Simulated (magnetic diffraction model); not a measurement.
**Er₂Ti₄Te₃: what an assumed order does to the neutron pattern**

Space group P2_1/c (no. 14), a = 7.4630 Å, b = 7.6950 Å, c = 7.2540 Å, β = 108.67°.

| site | atom | x | y | z |
| --- | --- | --- | --- | --- |
| 4e | Er | 0.8017 | 0.3264 | 0.4354 |
| 2d | Te | 1/2 | 0 | 1/2 |
| 4e | Te | 0.2522 | 0.3415 | 0.2396 |
| 4e | Ti | 0.9048 | 0.5429 | 0.1279 |
| 4e | Ti | 0.5031 | 0.3706 | 0.6318 |

The compound is invented for this exercise: a known structure type with other elements, its cell scaled to their sizes and not relaxed.

Only Er is taken to order (form factors of Er3+); orders and moment sizes are assumed, and not adapted to the symmetry. Radiation: neutrons of λ = 2.41 Å, 1.5° to 50°; isotropic B of 0.3 Å² (Er), 0.41 Å² (Te) and 0.42 Å² (Ti). Simulated constant-wavelength pattern: nuclear and magnetic terms add, the magnetic one as |2.695 fm × Σ f S⊥ exp(2πi Q·r) exp(−B s²)|², summed over all Q at one angle with the factor 1/(sin²θ cos θ). For a modulated order the moment at position r is S exp(−2πi k·r) + c.c., with S = m/2 for a sine wave of amplitude m and S = m(u + iv)/2 for moments turning in a plane, u and v being orthogonal unit vectors in it; the phase factor of the sum at Q = H + k is then exp(2πi H·r). Free-ion form factors, Sears's scattering lengths of 1992, no absorption; a label names one of the reflections at its angle. The strongest nuclear line in the range is 100, and lines under 0.2 are left out.

Assume the order k = (0 1/4 0), a sine wave with moments along [100] (amplitudes given), 7.14 μB on Er; signs + at (0.8017, 0.3264, 0.4354), + at (0.8017, 0.1736, 0.9354), + at (0.1983, 0.6736, 0.5646), + at (0.1983, 0.8264, 0.0646).

Q: Where does magnetic intensity appear, and how strong is it?

```csv
2θ (°),index,nuclear,magnetic
4.49,(0 1/4 0),0.0,2685.8
20.14,(1 1/4 0),0.0,3.9
23.89,(1 3/4 0),0.0,51.2
24.37,(0 3/4 1),0.0,32.0
26.77,(1 1 0),7.9,0.0
26.99,(1 3/4 -1),0.0,7.1
27.19,(0 1 1),1.4,0.0
29.58,(1 1 -1),26.5,0.0
30.09,(1 5/4 0),0.0,49.9
30.47,(0 5/4 1),0.0,20.2
31.81,(0 7/4 0),0.0,16.9
32.64,(1 5/4 -1),0.0,6.2
36.50,(0 2 0),21.2,0.0
37.52,(1 1 1),100.0,0.0
37.66,(1 7/4 0),0.0,1.8
37.97,(0 7/4 1),0.0,7.4
39.42,(1 0 -2),19.1,0.0
39.70,(1 1/4 -2),0.0,41.2
39.78,(1 7/4 -1),0.0,18.6
39.86,(2 0 0),76.4,0.0
40.13,(2 1/4 0),0.0,4.6
40.97,(2 3/4 -1),0.0,0.5
41.06,(0 0 2),3.3,0.0
41.26,(0 9/4 0),0.0,9.8
41.33,(0 1/4 2),0.0,28.2
41.78,(1 2 0),35.3,0.0
41.85,(1 3/4 -2),0.0,6.4
42.07,(0 2 1),98.0,0.0
42.27,(2 3/4 0),0.0,3.2
42.81,(2 1 -1),38.9,0.0
43.41,(0 3/4 2),0.0,22.2
43.66,(1 1 -2),81.7,0.0
43.74,(1 2 -1),23.8,0.0
44.06,(2 1 0),18.6,0.0
45.09,(2 5/4 -1),0.0,0.8
45.17,(0 1 2),22.8,0.0
45.91,(1 5/4 -2),0.0,5.5
46.08,(1 9/4 0),0.0,1.3
46.22,(1 7/4 1),0.0,26.1
46.29,(2 5/4 0),0.0,4.4
46.35,(0 9/4 1),0.0,4.9
47.36,(0 5/4 2),0.0,18.5
47.57,(2 0 -2),36.5,0.0
47.90,(1 9/4 -1),0.0,13.7
49.67,(2 3/4 -2),0.0,12.8
49.76,(1 2 1),10.7,0.0
```

The strongest magnetic line in the range is (0 1/4 0) at 4.49° (2685.8). On top of the Lorentz factor, which all lines share, magnetic lines fade with angle because f falls: for Er3+ it is 0.96, 0.86, 0.73 and 0.47 at sin θ/λ = 0.1, 0.2, 0.3 and 0.5 Å⁻¹, while nuclear lengths stay constant. The order has no net moment.

[Logs are printed without paths, hosts, clocks, repeated set-up lines and the standing remarks that a program may print on its own settings, such as how far it seeks lower states.]
